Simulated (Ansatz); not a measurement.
**MgSi (P4/mmm): following an unstable mode**

Which phase does MgSi (P4/mmm) fall into along its unstable mode, and how much energy does it gain?

Method: DFT PBEsol, scalar-relativistic, plane waves, norm-conserving pseudopotentials, in Ansatz 0.2.0.

## Step 1: The structure

The structure is tetragonal, space group P4/mmm (No. 123). Conventional cell: a = 2.938 Å, b = 2.938 Å, c = 3.958 Å, α = 90.00°, β = 90.00°, γ = 90.00°. Mg has 8 Si at 2.87 Å and 4 Mg at 2.94 Å nearest. Si has 8 Mg at 2.87 Å and 4 Si at 2.94 Å nearest. Farther neighbours are not listed.

Coordinates:

```cif
data_structure
_symmetry_space_group_name_H-M 'P 1'
_symmetry_Int_Tables_number 1
_cell_length_a 2.9379
_cell_length_b 2.9379
_cell_length_c 3.9577
_cell_angle_alpha 90.000
_cell_angle_beta 90.000
_cell_angle_gamma 90.000
_cell_volume 34.16
loop_
_atom_site_label
_atom_site_type_symbol
_atom_site_fract_x
_atom_site_fract_y
_atom_site_fract_z
_atom_site_occupancy
Mg1 Mg 0.00000 0.00000 0.00000 1
Si2 Si 0.50000 0.50000 0.50000 1
```

## Step 2: The dispersion

The cell comes from relaxations at this level that are not shown. Stability and thermal properties need the whole zone. Linear response on a 2×2×2 q mesh gives force constants as far as a supercell of that size would.

File input.yaml:

```yaml
crystal:
  lattice:
    - [2.9379161965, 0.0, 0.0]
    - [0.0, 2.9379161965, 0.0]
    - [0.0, 0.0, 3.9576587989]
  atoms:
    - { symbol: Mg, position: [0.0, 0.0, 0.0] }
    - { symbol: Si, position: [0.5, 0.5, 0.5] }
kpoints:
  mp_grid: { grid: [16, 16, 12] }
hamiltonian:
  xc: pbesol
  pseudopotentials: { kind: nc }
scf:
  occupations: { method: methfessel_paxton, width: 0.15 }
output:
  eigenvalues: true
phonons:
  method: dfpt
  qmesh: [2, 2, 2]
  temperatures: { t_max: 1000, t_step: 50 }
  qpath:
    path:
      - [[0.0, 0.0, 0.0], [0.0, 0.5, 0.0], [0.5, 0.5, 0.0], [0.0, 0.0, 0.0], [0.0, 0.0, 0.5], [0.0, 0.5, 0.5], [0.5, 0.5, 0.5], [0.0, 0.0, 0.5]]
      - [[0.0, 0.5, 0.0], [0.0, 0.5, 0.5]]
      - [[0.5, 0.5, 0.0], [0.5, 0.5, 0.5]]
    npoints: 10
```

Command:

```bash
ansatz run input.yaml --threads 4 --pin off --max-ram 7168MiB --backend cpu --events-out ev --progress --plain --runs-dir out
```

Numbers of over 12 decimals in the logs are rounded to 6 here.

The program printed:

```text
Engine: ansatz 0.2.0, aarch64-unknown-linux-gnu
Pseudopotentials: kind: nc
Pseudopotential: Mg, nc, valence charge 10, recommended cutoff 1142.878222 eV (normal), Mg.nc.azcp (PseudoDojo's, or run here from an input of PseudoDojo's: the run reads no file of this project's for it)
Pseudopotential: Si, nc, valence charge 4, recommended cutoff 489.804952 eV (normal), Si.nc.azcp (PseudoDojo's, or run here from an input of PseudoDojo's: the run reads no file of this project's for it)
Functional definition: PBEsol
  exchange = pbesol_x
  correlation = pbesol_c
Crystal: 2 atoms, lattice volume = 34.160 Å³
Basis set: ecut = 1142.878222 eV, 3009 PW (Γ), exchange–correlation on 72×72×90 points (8 copies of the dense FFT grid, shifted against one another)
Bands: 11, of which v1, the nominal top of the filled ones, is band 7 counted from 1 (6 counted from 0)
Symmetry: 16 space group operations
k-points: 315 of 3072
Non-local potential: Mg, projectors of the file, l = 0: 2, l = 1: 2
Non-local potential: Si, projectors of the file, l = 0: 2, l = 1: 2, l = 2: 2
Initial density: superposition of atomic densities (chi_scale 0.1, normalization cell, long waves kept (reshape's long-wave potential 0.00 eV rms))
Initial wavefunctions: pseudopotential atomic-orbital guess
Functional: x = pbesol(κ = 0.804, μ = 0.123457), c = pbesol(β = 0.046)
SCF iter   1: F=—  HF=-1728.836238 eV  |F-HF|=—  |Δ(HF+E_count)|=         —  Δρ=2.24e-2  dr2=1.23e-1  ethr=3.10e-3  ⟨swp⟩=5.4  Hψ=22835  notcnv=0
preconditioner: auto → none  [metal: Δε(μ)=0.004 eV  Ē_g=9.114 eV  σ=0.150 eV  W_gap=0.02  n_scr=6 (ndim 8)  ℏωp=15.6 eV  f_vac=0.000  D(μ)=0.74/eV (n_scr^D=2)  sad-step TF]
SCF iter   2: F=—  HF=-1728.825287 eV  |F-HF|=—  |Δ(HF+E_count)|=   1.10e-2  S|Δr|=    0.00e0  Δρ=1.38e-2  dr2=5.44e-2  ethr=8.81e-4  ⟨swp⟩=1.0  Hψ=5985  notcnv=0
SCF iter   3: F=—  HF=-1728.814690 eV  |F-HF|=—  |Δ(HF+E_count)|=   1.06e-2  S|Δr|=    0.00e0  Δρ=1.44e-3  dr2=4.25e-4  ethr=3.89e-4  ⟨swp⟩=1.0  Hψ=3432  notcnv=0
SCF iter   4: F=—  HF=-1728.814701 eV  |F-HF|=—  |Δ(HF+E_count)|=   1.09e-5  S|Δr|=    0.00e0  Δρ=3.86e-4  dr2=3.71e-5  ethr=3.03e-6  ⟨swp⟩=2.7  Hψ=5445  notcnv=0
SCF iter   5: F=—  HF=-1728.814689 eV  |F-HF|=—  |Δ(HF+E_count)|=   1.27e-5  S|Δr|=    0.00e0  Δρ=1.05e-4  dr2=1.08e-6  ethr=2.65e-7  ⟨swp⟩=2.0  Hψ=4150  notcnv=0
SCF iter   6: F=—  HF=-1728.814688 eV  |F-HF|=—  |Δ(HF+E_count)|=   5.59e-7  S|Δr|=    0.00e0  Δρ=1.90e-5  dr2=2.98e-8  ethr=7.71e-9  ⟨swp⟩=2.1  Hψ=5314  notcnv=0  defer=1
SCF iter   7: F=—  HF=-1728.814688 eV  |F-HF|=—  |Δ(HF+E_count)|=   3.66e-9  S|Δr|=    0.00e0  Δρ=2.65e-6  dr2=7.58e-10  ethr=2.13e-10  ⟨swp⟩=1.1  Hψ=3518  notcnv=0  defer=1
SCF iter   8: F=-1728.814688 eV  HF=-1728.814688 eV  |F-HF|=2.27e-13  |Δ(HF+E_count)|=  1.16e-11  S|Δr|=    0.00e0  Δρ=2.09e-7  dr2=5.10e-12  ethr=1.00e-12  ⟨swp⟩=5.6  Hψ=18002  notcnv=0
SCF 1 converged in 8 iterations: F = -1728.814688 eV  dr2 = 5.10e-12
Initial density: read from a saved state, or passed on in memory by an earlier SCF of this step, an earlier step, the calling program or the single point that the run made first
iter 1 solved again at ethr=9.89e-8 eV; its pass at ethr=3.10e-3 eV (dr2=1.39e-5 eV) is discarded
SCF iter   1: F=—  HF=-1728.814691 eV  |F-HF|=—  |Δ(HF+E_count)|=         —  Δρ=4.59e-7  dr2=4.34e-11  ethr=9.89e-8  ⟨swp⟩=3.9  Hψ=34426  notcnv=0
eigensolver tolerance schedule: the retry pair's looser diagonalisation over-reported the residual by 318781.03 of it (diagonalisation noise at an unbounded share of the residual, at the tolerance the schedule requests for it); recorded, not acted on — ethr = c·dr2/N_el stays at c = 1.0e-1
preconditioner: auto → none  [metal: Δε(μ)=0.018 eV  Ē_g=9.093 eV  σ=0.150 eV  W_gap=0.10  n_scr=6 (ndim 8)  ℏωp=15.6 eV  f_vac=0.000  D(μ)=0.76/eV (n_scr^D=2)]
SCF iter   2: F=—  HF=-1728.814688 eV  |F-HF|=—  |Δ(HF+E_count)|=   2.58e-6  S|Δr|=    0.00e0  Δρ=3.13e-7  dr2=1.96e-11  ethr=1.00e-12  ⟨swp⟩=3.4  Hψ=8032  notcnv=0
SCF iter   3: F=-1728.814688 eV  HF=-1728.814688 eV  |F-HF|=3.18e-12  |Δ(HF+E_count)|=  4.32e-12  S|Δr|=    0.00e0  Δρ=1.73e-7  dr2=5.65e-12  ethr=1.00e-12  ⟨swp⟩=4.0  Hψ=12135  notcnv=0
SCF 2 converged in 3 iterations: F = -1728.814688 eV  dr2 = 5.65e-12
phonons: the bands overlap, so this run is a metal and interpolates without the dipole-dipole term. If the crystal is really an insulator or semiconductor, its LO-TO splitting is missing
NSCF: frozen V_eff on 315 k-points
NSCF: frozen V_eff on 567 k-points
DFPT response loops at q = (0, 0, 0) (fractional): preconditioner auto → Kerker (q_TF=auto, 2.351 Å⁻¹) (partly filled bands, converged f_vac=0.000); β = 1.00, the filter's whole step (`scf.mixing.beta` (0.50) is not read by the response loops under this deck's `scf.mixing.preconditioner`; to damp them name `kerker` or `kerker_dos`, under which they read `scf.mixing.beta`, and type it under 1.00, their step now; both keys bind the ground state too); Broyden in place of MSR1
NSCF: frozen V_eff on 1134 k-points
DFPT response loops at q = (0, 0, -0.5) (fractional): mixed as the last ones told, above
NSCF: frozen V_eff on 1134 k-points
DFPT response loops at q = (0, -0.5, 0) (fractional): mixed as the last ones told, above
NSCF: frozen V_eff on 1134 k-points
DFPT response loops at q = (0, -0.5, -0.5) (fractional): mixed as the last ones told, above
NSCF: frozen V_eff on 1134 k-points
DFPT response loops at q = (-0.5, -0.5, 0) (fractional): mixed as the last ones told, above
NSCF: frozen V_eff on 1134 k-points
DFPT response loops at q = (-0.5, -0.5, -0.5) (fractional): mixed as the last ones told, above
SCF converged after 8 iterations
Stability not checked: this state was not tested for a lower state beside it, because cold or Methfessel-Paxton smearing, or corrected tetrahedra, fill the levels in a way that the test cannot read (fill_not_monotonic; see scf.lower_state_search)
Free energy (F): -1728.814688 eV
Harris-Foulkes:  -1728.814688 eV  (|F-HF|=2.27e-13)
Internal energy: -1728.814719 eV  (E = F + TS)
E sigma→0 (E₀):  -1728.814696 eV
Entropy (-TS):   0.000031 eV (0.015 meV/atom)
Fermi energy:    8.385785 eV
--- Per-component energies (eV) ---
  E_band       = -317.855339
  E_kinetic    = 964.385308
  E_local      = -1709.441785  (includes V_loc(G=0)·N_el)
  E_nonlocal   = -476.605709
  E_hartree    = 612.693290
  E_xc         = -254.389569
  E_vxc        = -321.579772  (∫ρ·V_xc dr)
  E_ewald      = -865.456253
  E_smearing   = 0.000031  (= −TS)
  E_closure    = 0.000000  (closes the sum)
  Σ components = -1728.814688   (vs F -1728.814688, Δ=0.00e0)
--- Band table (eV; the first three rows and the last of 315) ---
  k-point 0: bands = [... 3 lower, -34.3200, -2.8711, 6.0184, 8.0511, 12.4128, 12.4128, 13.5854, 16.3852]
  k-point 1: bands = [... 3 lower, -34.3201, -2.8175, 5.3205, 8.8710, 12.4450, 12.4450, 13.6450, 16.4373]
  k-point 2: bands = [... 3 lower, -34.3204, -2.6604, 4.2056, 10.3539, 12.5371, 12.5371, 13.8217, 16.5899]
  k-point 314: bands = [... 3 lower, -34.3125, 4.9408, 6.0807, 6.0807, 7.6104, 9.5400, 9.5400, 9.6220]
--- Phonons (Γ-DFPT): 4 representative perturbations + reference (Σ response iterations 10) ---
  ASR residual: 8.976e-3 → 0.000e0 eV/Å²; symmetrization residual: 1.199e-5 eV/Å²
  ASR residual per site (eV/Å²): 8.98e-3 8.02e-5
  Γ frequencies (cm⁻¹): 0.00 0.00 0.00 205.21 205.21 298.30
--- Phonons (arbitrary-q DFPT): 6 irreducible q on the 2×2×2 mesh ---
  q = [0.0000, 0.0000, 0.0000] (star 1, of the zone-centre solve; hermiticity 5.61e-6, symmetrization 9.35e-16): -0.00 -0.00 0.00 205.21 205.21 298.30
  q = [0.0000, 0.0000, -0.5000] (star 1, 4 solved perturbations in 1764 linear systems a pass and spin channel, the states on 567 of 3072 k-point pairs; hermiticity 3.07e-14, symmetrization 2.25e-12, the responses' own estimated error 6.7e-5 eV/Å²): 112.63 112.63 141.16 141.16 223.53 233.79
  q = [0.0000, -0.5000, 0.0000] (star 2, 6 solved perturbations on 567 of 3072 k-point pairs; hermiticity 2.63e-14, symmetrization 1.84e-14, the responses' own estimated error 7.6e-5 eV/Å²): 121.92 123.14 185.84 203.36 203.51 314.53
  q = [0.0000, -0.5000, -0.5000] (star 2, 6 solved perturbations on 567 of 3072 k-point pairs; hermiticity 1.76e-6, symmetrization 2.07e-14, the responses' own estimated error 7.5e-5 eV/Å²): -133.35 127.34 148.63 208.51 265.74 333.59
  q = [-0.5000, -0.5000, 0.0000] (star 1, 4 solved perturbations in 1764 linear systems a pass and spin channel, the states on 567 of 3072 k-point pairs; hermiticity 1.18e-7, symmetrization 9.68e-13, the responses' own estimated error 7.0e-5 eV/Å²): -72.45 -72.45 195.94 222.39 305.48 305.48
  q = [-0.5000, -0.5000, -0.5000] (star 1, 4 solved perturbations in 1764 linear systems a pass and spin channel, the states on 567 of 3072 k-point pairs; hermiticity 3.16e-14, symmetrization 1.67e-12, the responses' own estimated error 7.3e-5 eV/Å²): -150.93 -150.93 192.84 263.26 292.87 292.87
  sum rule: each row above includes the acoustic sum rule's correction from the zone centre's row sums; it moved no ω² by more than (10.02 cm⁻¹)²
  mesh force constants: q→R imaginary residual 2.21e-17; ASR residual 8.976e-3 → 0.000e0 eV/Å²; symmetrization residual 1.776e-15 eV/Å²
  interpolated dispersion: 93 rows × 6 modes
  density of states and harmonic sums: on the 22×22×16 q-mesh, interpolated from the force constants of a 2×2×2 supercell (no non-analytic term)
  largest difference from the sums on the solved wave vectors: F 1.02e-1 eV, S 1.36e-4 and C_V 3.54e-5 eV/K
  zero-point energy: 0.064261 eV/cell   skipped modes (ω ≤ 0): 514, of them read as no rigid motion or as one in doubt: 511 (7.224e-1 modes/cell left out, lowest -150.93 cm⁻¹)   left out of the sums: 1.20e-1 of the cell's modes: C_V's classical limit lies that fraction below 3 k_B per atom; for a crystal, a wire or a layer, F and S can be off by more, and a phonons.interpolated_qmesh denser along its periods is the remedy for the sampling
```

Elapsed: 3.7 min, on 4 threads of Arm Neoverse V2, shared host; peak memory 2 GiB.

Numbers from this step:

* volume per atom: 17.08 Å³
* gap on the k-mesh: 0 eV
* sum-rule residual before enforcement: 0.008976 eV/Å²
* lowest frequency on the path: -150.9 cm⁻¹
* point group: 4/mmm
* highest frequency on the path or at a solved wavevector: 333.6 cm⁻¹
* highest optical mode at the zone centre (no LO-TO term): 298.3 cm⁻¹
* lowest optical zone-centre mode: 205.2 cm⁻¹
* lowest mode on the q mesh (acoustic modes at Γ apart): -150.9 cm⁻¹

Frequencies (cm⁻¹) solved at each irreducible wavevector; negative means imaginary. Frequencies by wavevector, by row:

```tsv
q in reciprocal lattice units	star	mode 1	mode 2	mode 3	mode 4	mode 5	mode 6
0 0 0	1	0	0	0	205.2	205.2	298.3
0 0 -0.5	1	112.6	112.6	141.2	141.2	223.5	233.8
0 -0.5 0	2	121.9	123.1	185.8	203.4	203.5	314.5
0 -0.5 -0.5	2	-133.3	127.3	148.6	208.5	265.7	333.6
-0.5 -0.5 0	1	-72.5	-72.5	195.9	222.4	305.5	305.5
-0.5 -0.5 -0.5	1	-150.9	-150.9	192.8	263.3	292.9	292.9
```

Interpolated from a 2×2×2 q mesh, rough between the solved points. The phonon branches at the labelled points (cm⁻¹):

```tsv
point	branch 1	branch 2	branch 3	branch 4	branch 5	branch 6
Γ	0	0	0	205	205	298
halfway	86	107	113	196	256	273
X	122	123	186	203	204	314
halfway	36	118	200	213	240	311
M	-72	-72	196	222	306	306
halfway	78	134	144	236	255	260
Γ	0	0	0	205	205	298
halfway	60	60	130	184	184	282
Z	113	113	141	141	224	234
halfway	-71	132	134	189	251	281
R	-133	127	149	208	266	334
halfway	-143	-18	226	230	232	319
A	-151	-151	193	263	293	293
halfway	-101	74	190	231	243	283
Z	113	113	141	141	224	234
jump to X	122	123	186	203	204	314
halfway	-72	125	168	208	245	323
R	-133	127	149	208	266	334
jump to M	-72	-72	196	222	306	306
halfway	-117	-117	194	244	299	299
A	-151	-151	193	263	293	293
```

The phonon branches as a text plot (rows in cm⁻¹):

```
    324 |      **                      ******           *****
    303 |**   *  *******     **       *      ** **           ***
    283 |  ***     *    *  **  **    *        *** **            *
    263 |   *           ***      *    ****   *** *  **     **  **
    243 |  * *    *     ***       ****    ****  * ****** **   *
    223 |     *  *******  ***     **      ***    * *   *     *
    202 |****  *********   *****      **** * **** * *   *********
    182 |    ****               **   *    *        * *  **
    162 |       *       *        *  *               ***   **
    142 |    * * *       **       ********            **    *
    122 |   ***   *     * **    * ***  ** *           *******
    101 |  *** **                  *                **
     81 |  *             ****  * *         *       *  *
     61 | *      *      *  **   *   *
     41 |**       **        ** *
     21 |*             *     **                      *
      1 |
    -20 |                                                *
    -40 |              *                          *
    -60 |          ** *
    -80 |           **               *      *       *        *
   -100 |                             *          * *      *
   -121 |                              *     *  * *        *  *
   -141 |                               **********          *  **
         Γ     X     M        Γ   Z     R      A      Z|X  R|M  A
```

Symmetry leaves 6 wavevectors to solve. The lowest mode among them, the acoustic zeros apart, lies at q = (-0.5, -0.5, -0.5) and is imaginary, 150.9i cm⁻¹, so the energy falls along it.

## Step 3: The mode frozen in, largest atomic shift 0 Å

The mode followed lies at q = (-0.5, -0.5, -0.5) with frequency 150.9i cm⁻¹ and is 2-fold degenerate, the softest among the wavevectors solved. At small amplitude the distorted cell has space group no. 69 by a symmetry search on the positions. The undistorted cell that holds it gives the zero of energy on the same k mesh.

System of this step: MgSi. The structure is tetragonal, space group P4/mmm (No. 123). The conventional cell has a = 2.938 Å, b = 2.938 Å, c = 3.958 Å, α = 90.00°, β = 90.00°, γ = 90.00°. Nearest to Mg lie 8 Si at 2.87 Å and 4 Mg at 2.94 Å. Si has 8 Mg at 2.87 Å and 4 Si at 2.94 Å nearest. Farther neighbours are not listed.

input.yaml, the sections that differ from step 2:

```yaml
crystal:
  lattice:
    - [-2.9379161965, -2.9379161965, 0.0]
    - [-2.9379161965, 2.9379161965, 0.0]
    - [-2.9379161965, 0.0, -3.9576587989]
  atoms:
    - { symbol: Mg, position: [1.0, 0.0, 0.0] }
    - { symbol: Mg, position: [0.5, 0.5, 0.0] }
    - { symbol: Si, position: [0.25, 0.75, 0.5] }
    - { symbol: Si, position: [0.75, 0.25, 0.5] }
kpoints:
  mp_grid: { grid: [10, 10, 10] }
output:
  forces: true
  stress: true
  eigenvalues: true
# hamiltonian, scf: as in step 2
# phonons: removed
```

The program printed:

```text
[...]
Crystal: 4 atoms, lattice volume = 68.320 Å³
Basis set: ecut = 1142.878222 eV, 6009 PW (Γ), exchange–correlation on 96×96×120 points (8 copies of the dense FFT grid, shifted against one another)
Bands: 18, of which v1, the nominal top of the filled ones, is band 14 counted from 1 (13 counted from 0)
Symmetry: 32 space group operations
[...]
k-points: 102 of 1000
[...]
P = ⅓ Tr σ = -0.0449 GPa (-0.449 kbar)
--- Band table (eV; the first three rows and the last of 102) ---
  k-point 0: bands = [... 10 lower, 6.0151, 6.0731, 6.0731, 7.6077, 8.0521, 9.5437, 9.5437, 9.6186]
  k-point 1: bands = [... 10 lower, 5.1005, 5.9495, 5.9495, 7.9403, 9.1424, 9.4840, 9.8371, 9.8371]
  k-point 2: bands = [... 10 lower, 4.3925, 5.6812, 5.6812, 8.7478, 9.1857, 10.6141, 10.6141, 11.0073]
  k-point 101: bands = [... 10 lower, 2.7222, 3.0438, 5.6550, 6.7280, 8.0656, 9.2457, 13.9836, 14.7274]
[key lines of the parts left out:]
SCF converged after 7 iterations
Free energy (F): -3457.636941 eV
Fermi energy:    8.380494 eV
```

Run time: 4.4 s. Hardware: 4 threads; peak memory 0.7 GiB; 17 s of CPU time.

Numbers from this step:

| Property | Result |
| --- | --- |
| pressure | -0.04493 GPa |
| energy from the undistorted cell | 0 meV/atom |

The run ends at a pressure of -0.04 GPa.

## Step 4: The mode frozen in, largest atomic shift 0.08 Å

The atoms are moved along the unstable eigenvector, the largest shift by 0.08 Å, with the cell fixed.

input.yaml, the sections that differ from step 3:

```yaml
crystal:
  lattice:
    - [-2.9379161965, -2.9379161965, 0.0]
    - [-2.9379161965, 2.9379161965, 0.0]
    - [-2.9379161965, 0.0, -3.9576587989]
  atoms:
    - { symbol: Mg, position: [1.0, 0.0, 0.0] }
    - { symbol: Mg, position: [0.5, 0.5, 0.0] }
    - { symbol: Si, position: [0.2363849078, 0.7363849078, 0.5] }
    - { symbol: Si, position: [0.7636150922, 0.2636150922, 0.5] }
# kpoints, hamiltonian, scf, output: as in step 3
```

The program printed:

```text
[...]
Crystal: 4 atoms, lattice volume = 68.320 Å³
Basis set: ecut = 1142.878222 eV, 6009 PW (Γ), exchange–correlation on 96×96×120 points (8 copies of the dense FFT grid, shifted against one another)
Bands: 18, of which v1, the nominal top of the filled ones, is band 14 counted from 1 (13 counted from 0)
Symmetry: 8 space group operations
[...]
k-points: 171 of 1000
[...]
P = ⅓ Tr σ = 0.1940 GPa (1.940 kbar)
--- Band table (eV; the first three rows and the last of 171) ---
  k-point 0: bands = [... 10 lower, 5.9795, 5.9983, 6.0996, 7.6261, 8.0769, 9.4913, 9.5556, 9.5604]
  k-point 1: bands = [... 10 lower, 5.0521, 5.9291, 5.9754, 7.9587, 9.0776, 9.3646, 9.8498, 9.9007]
  k-point 2: bands = [... 10 lower, 4.4130, 5.6619, 5.7059, 8.7662, 9.0803, 10.4320, 10.6280, 11.1627]
  k-point 170: bands = [... 10 lower, 2.6423, 3.5371, 4.5368, 6.8745, 8.6127, 11.4453, 11.6752, 13.0321]
[key lines of the parts left out:]
SCF converged after 7 iterations
Free energy (F): -3457.639310 eV
Fermi energy:    8.424383 eV
```

The job ended after 7.3 s (4 threads; peak memory 0.89 GiB).

This step gave:

- pressure: 0.1940 GPa
- energy from the undistorted cell: -0.555 meV/atom

The energy, extrapolated to zero smearing, is -0.56 meV/atom against the undistorted cell.

The run ends at a pressure of 0.19 GPa, with forces up to 0.011 eV/Å.

## Step 5: Energy along the mode, all amplitudes (two of the runs are shown above)

An imaginary frequency means negative curvature, so the energy should fall and then rise again as anharmonic terms take over.

This step gave:

```
depth at the lowest point sampled  : 0.555 meV/atom
largest atomic shift at that point : 0.08 Å
```

Table of energy from the parent by largest atomic shift:

```tsv
largest atomic shift (Å)	energy from the parent (meV/atom)
0.0000	0
0.0400	-0.213
0.0800	-0.555
0.1400	0.483
0.2200	11.6
```

Displacement at unit largest shift by atom:

```tsv
atom	x (Å)	y (Å)	z (Å)	size
Mg1	0.00	0.00	0.00	0.00
Mg2	0.00	0.00	0.00	0.00
Si3	1.00	0.00	0.00	1.00
Si4	-1.00	0.00	0.00	1.00
```

The lowest of the steps tried is at 0.08 Å, 0.555 meV/atom below the parent; the bottom of the well need not coincide with a step.

(Part 1 of 2 ends here.)

[Logs are printed without paths, hosts, clocks, repeated set-up lines and the standing remarks that a program may print on its own settings, such as how far it seeks lower states.]

[Hosts, paths, dates, database ids (printed as entryN), source tags and the programs' standing remarks are cut or masked in the printed files.]
